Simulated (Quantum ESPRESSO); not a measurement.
# WSi2N4, 1 layer: a series in biaxial strain, part 5 of 7

What law, if any, do the results for WSi2N4, 1 layer follow against biaxial strain?

Quantum ESPRESSO 7.5; plane-wave DFT, PBE, GBRV ultrasoft pseudopotentials.

So far. Step 3 (Relaxing the ions, -4 %): The relaxation lowers the energy by 13 meV an atom. Step 6 (Bands along a path, -4 %): Along this path the valence top lies at K and the conduction bottom between K and Γ.

**7. Relaxation with pw.x, -3 %**

m1.relax.in

```
&control
  prefix = 'm1.relax'
  outdir = './out'
  pseudo_dir = './pseudo'
  nstep = 40
  forc_conv_thr = 0.0003
  calculation = 'relax'
  tstress = .true.
/
&system
  ibrav = 0
  nat = 7
  ntyp = 3
  ecutwfc = 50
  ecutrho = 250
  occupations = 'smearing'
  smearing = 'fd'
  degauss = 0.002
/
&electrons
  conv_thr = 1e-09
  mixing_beta = 0.4
  electron_maxstep = 120
  mixing_mode = 'plain'
/
&ions
/
ATOMIC_SPECIES
  N   14.0070  n_pbe_v1.2.uspp.F.UPF
  Si  28.0850  si_pbe_v1.uspp.F.UPF
  W   183.8400  w_pbe_v1.2.uspp.F.UPF
CELL_PARAMETERS angstrom
  2.81852355636000 0.00000000000000 0.00000000000000
  -1.40926177818000 2.44091300132000 0.00000000000000
  0.00000000000000 0.00000000000000 22.10102208300000
ATOMIC_POSITIONS crystal
  N   0.000000000000 0.000000000000 0.339498739000
  Si  0.333333333300 0.666666666700 0.362981816700
  N   0.333333333300 0.666666666700 0.442585811300
  W   0.000000000000 0.000000000000 0.500000000000
  N   0.333333333300 0.666666666700 0.557414188700
  Si  0.333333333300 0.666666666700 0.637018183300
  N   0.000000000000 0.000000000000 0.660501261000
K_POINTS automatic
  12 12 1 0 0 0
```

The run is started by

```
$ OMP_NUM_THREADS=1 mpirun -n 4 pw.x -nk 4 -in m1.relax.in > m1.relax.out
```

Log:

```text
[banner, memory and clock lines left out]
Program PWSCF v.7.5 starts
[...]
Message from routine setup:
[...]
number of electrons       =        42.00
     number of Kohn-Sham states=           25
     kinetic-energy cutoff     =      50.0000  Ry
     charge density cutoff     =     250.0000  Ry
[...]
number of k points=    19  Fermi-Dirac smearing, width (Ry)=  0.0020
[...]
Dense  grid:    68641 G-vectors     FFT dimensions: (  27,  27, 216)
[...]
negative rho (up, down):  6.124E-02 0.000E+00
     Starting wfcs are   37 randomized atomic wfcs
[...]
negative rho (up, down):  6.208E-02 0.000E+00
[...]
estimated scf accuracy    <       1.91381335 Ry
[...]
negative rho (up, down):  6.373E-02 0.000E+00
[...]
estimated scf accuracy    <       0.22170016 Ry
[...]
negative rho (up, down):  6.415E-02 0.000E+00
[...]
estimated scf accuracy    <       0.10080841 Ry
[...]
negative rho (up, down):  6.498E-02 0.000E+00
[...]
estimated scf accuracy    <       0.01047011 Ry
[...]
negative rho (up, down):  6.549E-02 0.000E+00
[...]
estimated scf accuracy    <       0.00229895 Ry
[...]
negative rho (up, down):  6.558E-02 0.000E+00
[...]
estimated scf accuracy    <       0.00026436 Ry
[...]
negative rho (up, down):  6.557E-02 0.000E+00
[...]
estimated scf accuracy    <       0.00002246 Ry
[...]
negative rho (up, down):  6.556E-02 0.000E+00
[...]
estimated scf accuracy    <       0.00001108 Ry
[...]
negative rho (up, down):  6.556E-02 0.000E+00
[...]
estimated scf accuracy    <       0.00000195 Ry
[...]
negative rho (up, down):  6.555E-02 0.000E+00
[...]
estimated scf accuracy    <       0.00000017 Ry
[...]
negative rho (up, down):  6.555E-02 0.000E+00
[...]
estimated scf accuracy    <       0.00000005 Ry
[...]
negative rho (up, down):  6.556E-02 0.000E+00
[...]
the Fermi energy is     4.3096 ev
!    total energy              =    -259.34216567 Ry
     estimated scf accuracy    <          5.9E-10 Ry
     smearing contrib. (-TS)   =       0.00000000 Ry
     internal energy E=F+TS    =    -259.34216567 Ry
[...]
one-electron contribution =   -2605.27479892 Ry
     hartree contribution      =    1312.71392727 Ry
     xc contribution           =     -72.43407703 Ry
     ewald contribution        =    1105.65278300 Ry
     convergence has been achieved in  12 iterations
     negative rho (up, down):  6.556E-02 0.000E+00
[...]
Total force =     0.070544     Total SCF correction =     0.000051
[...]
negative rho (up, down):  6.556E-02 0.000E+00
[...]
negative rho (up, down):  6.560E-02 0.000E+00
[...]
negative rho (up, down):  6.554E-02 0.000E+00
[...]
estimated scf accuracy    <       0.00577610 Ry
[...]
negative rho (up, down):  6.559E-02 0.000E+00
[...]
estimated scf accuracy    <       0.00530552 Ry
[...]
negative rho (up, down):  6.558E-02 0.000E+00
[...]
estimated scf accuracy    <       0.00005320 Ry
[...]
negative rho (up, down):  6.558E-02 0.000E+00
[...]
estimated scf accuracy    <       0.00002397 Ry
[...]
negative rho (up, down):  6.558E-02 0.000E+00
[...]
estimated scf accuracy    <       0.00000279 Ry
[...]
negative rho (up, down):  6.558E-02 0.000E+00
[...]
estimated scf accuracy    <       0.00000087 Ry
[...]
negative rho (up, down):  6.558E-02 0.000E+00
[...]
estimated scf accuracy    <       0.00000023 Ry
[...]
negative rho (up, down):  6.558E-02 0.000E+00
[...]
estimated scf accuracy    <       0.00000001 Ry
[...]
negative rho (up, down):  6.558E-02 0.000E+00
[...]
the Fermi energy is     3.9901 ev
!    total energy              =    -259.34382588 Ry
     estimated scf accuracy    <          3.5E-10 Ry
     smearing contrib. (-TS)   =       0.00000000 Ry
     internal energy E=F+TS    =    -259.34382588 Ry
[...]
one-electron contribution =   -2599.07463772 Ry
     hartree contribution      =    1309.25823975 Ry
     xc contribution           =     -72.40948583 Ry
     ewald contribution        =    1102.88205792 Ry
     convergence has been achieved in   9 iterations
     negative rho (up, down):  6.558E-02 0.000E+00
[...]
Total force =     0.037588     Total SCF correction =     0.000041
[...]
negative rho (up, down):  6.558E-02 0.000E+00
[...]
negative rho (up, down):  6.558E-02 0.000E+00
[...]
negative rho (up, down):  6.559E-02 0.000E+00
[...]
estimated scf accuracy    <       0.00039356 Ry
[...]
negative rho (up, down):  6.558E-02 0.000E+00
[...]
estimated scf accuracy    <       0.00036188 Ry
[...]
negative rho (up, down):  6.558E-02 0.000E+00
[...]
estimated scf accuracy    <       0.00000811 Ry
[...]
negative rho (up, down):  6.558E-02 0.000E+00
[...]
estimated scf accuracy    <       0.00000274 Ry
[...]
negative rho (up, down):  6.559E-02 0.000E+00
[...]
estimated scf accuracy    <       0.00000045 Ry
[...]
negative rho (up, down):  6.559E-02 0.000E+00
[...]
estimated scf accuracy    <       0.00000002 Ry
[...]
negative rho (up, down):  6.559E-02 0.000E+00
[...]
estimated scf accuracy    <       0.00000003 Ry
[...]
negative rho (up, down):  6.559E-02 0.000E+00
[...]
estimated scf accuracy    <          1.2E-09 Ry
[...]
negative rho (up, down):  6.559E-02 0.000E+00
[...]
estimated scf accuracy    <          1.7E-09 Ry
[...]
negative rho (up, down):  6.559E-02 0.000E+00
[...]
the Fermi energy is     4.0482 ev
!    total energy              =    -259.34443268 Ry
     estimated scf accuracy    <          1.2E-11 Ry
     smearing contrib. (-TS)   =       0.00000000 Ry
     internal energy E=F+TS    =    -259.34443268 Ry
[...]
one-electron contribution =   -2596.55216964 Ry
     hartree contribution      =    1308.07261027 Ry
     xc contribution           =     -72.40463036 Ry
     ewald contribution        =    1101.53975705 Ry
     convergence has been achieved in  10 iterations
     negative rho (up, down):  6.559E-02 0.000E+00
[...]
Total force =     0.016610     Total SCF correction =     0.000008
[...]
negative rho (up, down):  6.559E-02 0.000E+00
[...]
negative rho (up, down):  6.559E-02 0.000E+00
[...]
negative rho (up, down):  6.559E-02 0.000E+00
[...]
estimated scf accuracy    <       0.00022490 Ry
[...]
negative rho (up, down):  6.559E-02 0.000E+00
[...]
estimated scf accuracy    <       0.00008445 Ry
[...]
negative rho (up, down):  6.559E-02 0.000E+00
[...]
estimated scf accuracy    <          6.1E-10 Ry
[...]
negative rho (up, down):  6.560E-02 0.000E+00
[...]
the Fermi energy is     4.0491 ev
!    total energy              =    -259.34489522 Ry
     estimated scf accuracy    <          5.2E-12 Ry
     smearing contrib. (-TS)   =       0.00000000 Ry
     internal energy E=F+TS    =    -259.34489522 Ry
[...]
one-electron contribution =   -2589.65450942 Ry
     hartree contribution      =    1304.64587247 Ry
     xc contribution           =     -72.38823915 Ry
     ewald contribution        =    1098.05198087 Ry
     convergence has been achieved in  10 iterations
     negative rho (up, down):  6.560E-02 0.000E+00
[...]
Total force =     0.014706     Total SCF correction =     0.000003
[...]
negative rho (up, down):  6.560E-02 0.000E+00
[...]
negative rho (up, down):  6.561E-02 0.000E+00
[...]
negative rho (up, down):  6.560E-02 0.000E+00
[...]
estimated scf accuracy    <       0.00018621 Ry
[...]
negative rho (up, down):  6.560E-02 0.000E+00
[...]
estimated scf accuracy    <       0.00002906 Ry
[...]
negative rho (up, down):  6.560E-02 0.000E+00
[...]
estimated scf accuracy    <       0.00000674 Ry
[...]
negative rho (up, down):  6.560E-02 0.000E+00
[...]
estimated scf accuracy    <       0.00000192 Ry
[...]
negative rho (up, down):  6.560E-02 0.000E+00
[...]
estimated scf accuracy    <       0.00000026 Ry
[...]
negative rho (up, down):  6.560E-02 0.000E+00
[...]
estimated scf accuracy    <       0.00000003 Ry
[...]
negative rho (up, down):  6.560E-02 0.000E+00
[...]
estimated scf accuracy    <          4.8E-09 Ry
[...]
negative rho (up, down):  6.560E-02 0.000E+00
[...]
estimated scf accuracy    <          1.6E-10 Ry
[...]
negative rho (up, down):  6.560E-02 0.000E+00
[...]
estimated scf accuracy    <          3.6E-10 Ry
[...]
negative rho (up, down):  6.560E-02 0.000E+00
[...]
estimated scf accuracy    <          1.0E-10 Ry
[...]
negative rho (up, down):  6.560E-02 0.000E+00
[...]
the Fermi energy is     4.0236 ev
!    total energy              =    -259.34524559 Ry
     estimated scf accuracy    <          1.5E-11 Ry
     smearing contrib. (-TS)   =       0.00000000 Ry
     internal energy E=F+TS    =    -259.34524559 Ry
[...]
one-electron contribution =   -2581.59732895 Ry
     hartree contribution      =    1300.61503927 Ry
     xc contribution           =     -72.36896337 Ry
     ewald contribution        =    1094.00600745 Ry
     convergence has been achieved in  11 iterations
     negative rho (up, down):  6.560E-02 0.000E+00
[...]
Total force =     0.013504     Total SCF correction =     0.000010
[...]
negative rho (up, down):  6.560E-02 0.000E+00
[...]
negative rho (up, down):  6.564E-02 0.000E+00
[...]
negative rho (up, down):  6.561E-02 0.000E+00
[...]
estimated scf accuracy    <       0.00041736 Ry
[...]
negative rho (up, down):  6.561E-02 0.000E+00
[...]
estimated scf accuracy    <       0.00007782 Ry
[...]
negative rho (up, down):  6.561E-02 0.000E+00
[...]
estimated scf accuracy    <       0.00003431 Ry
[...]
negative rho (up, down):  6.561E-02 0.000E+00
[...]
estimated scf accuracy    <       0.00000400 Ry
[...]
negative rho (up, down):  6.561E-02 0.000E+00
[...]
estimated scf accuracy    <       0.00000060 Ry
[...]
negative rho (up, down):  6.561E-02 0.000E+00
[...]
estimated scf accuracy    <       0.00000008 Ry
[...]
negative rho (up, down):  6.561E-02 0.000E+00
[...]
estimated scf accuracy    <          8.8E-09 Ry
[...]
negative rho (up, down):  6.561E-02 0.000E+00
[...]
estimated scf accuracy    <          5.7E-09 Ry
[...]
negative rho (up, down):  6.561E-02 0.000E+00
[...]
estimated scf accuracy    <          3.5E-10 Ry
[...]
negative rho (up, down):  6.561E-02 0.000E+00
[...]
the Fermi energy is     3.9688 ev
!    total energy              =    -259.34550310 Ry
     estimated scf accuracy    <          7.6E-12 Ry
     smearing contrib. (-TS)   =       0.00000000 Ry
     internal energy E=F+TS    =    -259.34550310 Ry
[...]
one-electron contribution =   -2569.34161289 Ry
     hartree contribution      =    1294.46860039 Ry
     xc contribution           =     -72.33988459 Ry
     ewald contribution        =    1087.86739400 Ry
     convergence has been achieved in  10 iterations
     negative rho (up, down):  6.561E-02 0.000E+00
[...]
Total force =     0.006451     Total SCF correction =     0.000002
[...]
negative rho (up, down):  6.561E-02 0.000E+00
[...]
negative rho (up, down):  6.561E-02 0.000E+00
[...]
negative rho (up, down):  6.561E-02 0.000E+00
[...]
estimated scf accuracy    <       0.00001285 Ry
[...]
negative rho (up, down):  6.561E-02 0.000E+00
[...]
estimated scf accuracy    <       0.00000913 Ry
[...]
negative rho (up, down):  6.561E-02 0.000E+00
[...]
estimated scf accuracy    <       0.00000039 Ry
[...]
negative rho (up, down):  6.561E-02 0.000E+00
[...]
estimated scf accuracy    <       0.00000008 Ry
[...]
negative rho (up, down):  6.561E-02 0.000E+00
[...]
estimated scf accuracy    <          7.3E-09 Ry
[...]
negative rho (up, down):  6.561E-02 0.000E+00
[...]
estimated scf accuracy    <          1.1E-09 Ry
[...]
negative rho (up, down):  6.561E-02 0.000E+00
[...]
estimated scf accuracy    <          3.9E-10 Ry
[...]
negative rho (up, down):  6.561E-02 0.000E+00
[...]
estimated scf accuracy    <          4.3E-11 Ry
[...]
negative rho (up, down):  6.561E-02 0.000E+00
[...]
the Fermi energy is     3.9578 ev
!    total energy              =    -259.34551968 Ry
     estimated scf accuracy    <          1.1E-12 Ry
     smearing contrib. (-TS)   =       0.00000000 Ry
     internal energy E=F+TS    =    -259.34551968 Ry
[...]
one-electron contribution =   -2568.08361937 Ry
     hartree contribution      =    1293.83302395 Ry
     xc contribution           =     -72.33710015 Ry
     ewald contribution        =    1087.24217589 Ry
     convergence has been achieved in   9 iterations
     negative rho (up, down):  6.561E-02 0.000E+00
[...]
Total force =     0.002269     Total SCF correction =     0.000002
[...]
negative rho (up, down):  6.561E-02 0.000E+00
[...]
negative rho (up, down):  6.561E-02 0.000E+00
[...]
negative rho (up, down):  6.561E-02 0.000E+00
[...]
estimated scf accuracy    <       0.00000292 Ry
[...]
negative rho (up, down):  6.561E-02 0.000E+00
[...]
estimated scf accuracy    <       0.00000213 Ry
[...]
negative rho (up, down):  6.561E-02 0.000E+00
[...]
estimated scf accuracy    <       0.00000005 Ry
[...]
negative rho (up, down):  6.561E-02 0.000E+00
[...]
estimated scf accuracy    <       0.00000001 Ry
[...]
negative rho (up, down):  6.561E-02 0.000E+00
[...]
estimated scf accuracy    <          1.3E-09 Ry
[...]
negative rho (up, down):  6.561E-02 0.000E+00
[...]
estimated scf accuracy    <          4.2E-10 Ry
[...]
negative rho (up, down):  6.561E-02 0.000E+00
[...]
estimated scf accuracy    <          9.2E-11 Ry
[...]
negative rho (up, down):  6.561E-02 0.000E+00
[...]
the Fermi energy is     3.9551 ev
!    total energy              =    -259.34552208 Ry
     estimated scf accuracy    <          4.3E-12 Ry
     smearing contrib. (-TS)   =       0.00000000 Ry
     internal energy E=F+TS    =    -259.34552208 Ry
[...]
one-electron contribution =   -2568.14498579 Ry
     hartree contribution      =    1293.86132997 Ry
     xc contribution           =     -72.33739552 Ry
     ewald contribution        =    1087.27552926 Ry
     convergence has been achieved in   8 iterations
     negative rho (up, down):  6.561E-02 0.000E+00
[...]
Total force =     0.000105     Total SCF correction =     0.000005
[...]
negative rho (up, down):  6.561E-02 0.000E+00
[...]
```

Wall time 2.2 min (4 MPI ranks of Intel Xeon Platinum 8375C at 2.90GHz (Ice Lake), shared host); peak memory 0.88 GiB; 8.9 min of CPU time.

Relaxation path:

```tsv
step	energy less that of the first step (eV)	largest force (eV/Å)
1	0.0000	0.8384
2	-0.0226	0.5365
3	-0.0308	0.2267
4	-0.0371	0.1997
5	-0.0419	0.2224
6	-0.0454	0.1107
7	-0.0456	0.0380
8	-0.0457	0.0015
```

The atoms that moved most (Å):

```tsv
atom	dx	dy	dz	length
N7	0.000	0.000	0.058	0.058
N1	0.000	0.000	-0.058	0.058
N3	0.000	0.000	-0.027	0.027
N5	0.000	0.000	0.027	0.027
Si2	0.000	0.000	-0.021	0.021
Si6	0.000	0.000	0.021	0.021
```

The relaxation lowers the energy by 7 meV an atom.

Read from the output:

| Property | Result |
| --- | --- |
| free energy | -3528.5756 eV |
| Fermi energy | 3.955 eV |

**8. Ground state, -3 %**

m1.scf.in

```
&control
  prefix = 'm1.scf'
  outdir = './out'
  pseudo_dir = './pseudo'
  calculation = 'scf'
  tprnfor = .true.
/
&system
  ibrav = 0
  nat = 7
  ntyp = 3
  ecutwfc = 40
  ecutrho = 200
  occupations = 'smearing'
  smearing = 'fd'
  degauss = 0.002
  nbnd = 25
/
&electrons
  conv_thr = 1e-09
  mixing_beta = 0.4
  electron_maxstep = 120
  mixing_mode = 'plain'
/
ATOMIC_SPECIES
  N   14.0070  n_pbe_v1.2.uspp.F.UPF
  Si  28.0850  si_pbe_v1.uspp.F.UPF
  W   183.8400  w_pbe_v1.2.uspp.F.UPF
CELL_PARAMETERS angstrom
  2.81852355636000 0.00000000000000 0.00000000000000
  -1.40926177818000 2.44091300132000 0.00000000000000
  0.00000000000000 0.00000000000000 22.10102208300000
ATOMIC_POSITIONS crystal
  N   0.000000000000 0.000000000000 0.336876571800
  Si  0.333333333300 0.666666666700 0.362048881100
  N   0.333333333300 0.666666666700 0.441373089700
  W   0.000000000000 0.000000000000 0.500000000000
  N   0.333333333300 0.666666666700 0.558626910300
  Si  0.333333333300 0.666666666700 0.637951118900
  N   0.000000000000 0.000000000000 0.663123428200
K_POINTS automatic
  12 12 1 0 0 0
```

The run is started by

```
$ OMP_NUM_THREADS=1 mpirun -n 4 pw.x -nk 4 -in m1.scf.in > m1.scf.out
```

Log:

```text
[banner, memory and clock lines left out]
Program PWSCF v.7.5 starts
[...]
Message from routine setup:
[...]
number of electrons       =        42.00
     number of Kohn-Sham states=           25
     kinetic-energy cutoff     =      40.0000  Ry
     charge density cutoff     =     200.0000  Ry
[...]
number of k points=    19  Fermi-Dirac smearing, width (Ry)=  0.0020
[...]
Dense  grid:    48771 G-vectors     FFT dimensions: (  24,  24, 192)
[...]
negative rho (up, down):  6.526E-02 0.000E+00
     Starting wfcs are   37 randomized atomic wfcs
[...]
negative rho (up, down):  6.582E-02 0.000E+00
[...]
estimated scf accuracy    <       1.88607819 Ry
[...]
negative rho (up, down):  6.729E-02 0.000E+00
[...]
estimated scf accuracy    <       0.31352456 Ry
[...]
negative rho (up, down):  6.756E-02 0.000E+00
[...]
estimated scf accuracy    <       0.13873501 Ry
[...]
negative rho (up, down):  6.825E-02 0.000E+00
[...]
estimated scf accuracy    <       0.01060370 Ry
[...]
negative rho (up, down):  6.865E-02 0.000E+00
[...]
estimated scf accuracy    <       0.00277888 Ry
[...]
negative rho (up, down):  6.874E-02 0.000E+00
[...]
estimated scf accuracy    <       0.00031166 Ry
[...]
negative rho (up, down):  6.873E-02 0.000E+00
[...]
estimated scf accuracy    <       0.00003159 Ry
[...]
negative rho (up, down):  6.872E-02 0.000E+00
[...]
estimated scf accuracy    <       0.00000799 Ry
[...]
negative rho (up, down):  6.872E-02 0.000E+00
[...]
estimated scf accuracy    <       0.00000280 Ry
[...]
negative rho (up, down):  6.872E-02 0.000E+00
[...]
estimated scf accuracy    <       0.00000009 Ry
[...]
negative rho (up, down):  6.872E-02 0.000E+00
[...]
estimated scf accuracy    <       0.00000009 Ry
[...]
negative rho (up, down):  6.872E-02 0.000E+00
[...]
the Fermi energy is     3.9552 ev
!    total energy              =    -259.33950332 Ry
     estimated scf accuracy    <          7.1E-10 Ry
     smearing contrib. (-TS)   =       0.00000000 Ry
     internal energy E=F+TS    =    -259.33950332 Ry
[...]
one-electron contribution =   -2568.12700969 Ry
     hartree contribution      =    1293.84992917 Ry
     xc contribution           =     -72.33795230 Ry
     ewald contribution        =    1087.27552951 Ry
     convergence has been achieved in  12 iterations
     negative rho (up, down):  6.872E-02 0.000E+00
[...]
Total force =     0.000486     Total SCF correction =     0.000055
[...]
```

Elapsed: 16 s, on 4 MPI ranks; peak memory 0.78 GiB; 61 s of CPU time.

Read from the output:

| Item | Value |
| --- | --- |
| free energy | -3528.4937 eV |
| valence top, on the run's zero | 2.614 eV |
| conduction bottom, on the run's zero | 5.439 eV |
| gap by band count | 2.825 eV |

[end of part 5 of 7]

[Logs are printed without paths, hosts, clocks, repeated set-up lines and the standing remarks that a program may print on its own settings, such as how far it seeks lower states.]

[Hosts, paths, dates, database ids (printed as entryN), source tags and the programs' standing remarks are cut or masked in the printed files.]

[Maps of the electrostatic potential energy from Ansatz leave out the sawtooth potential of an applied field or a dipole correction, so their vacuum need not be flat; planar profiles and work functions include it.]
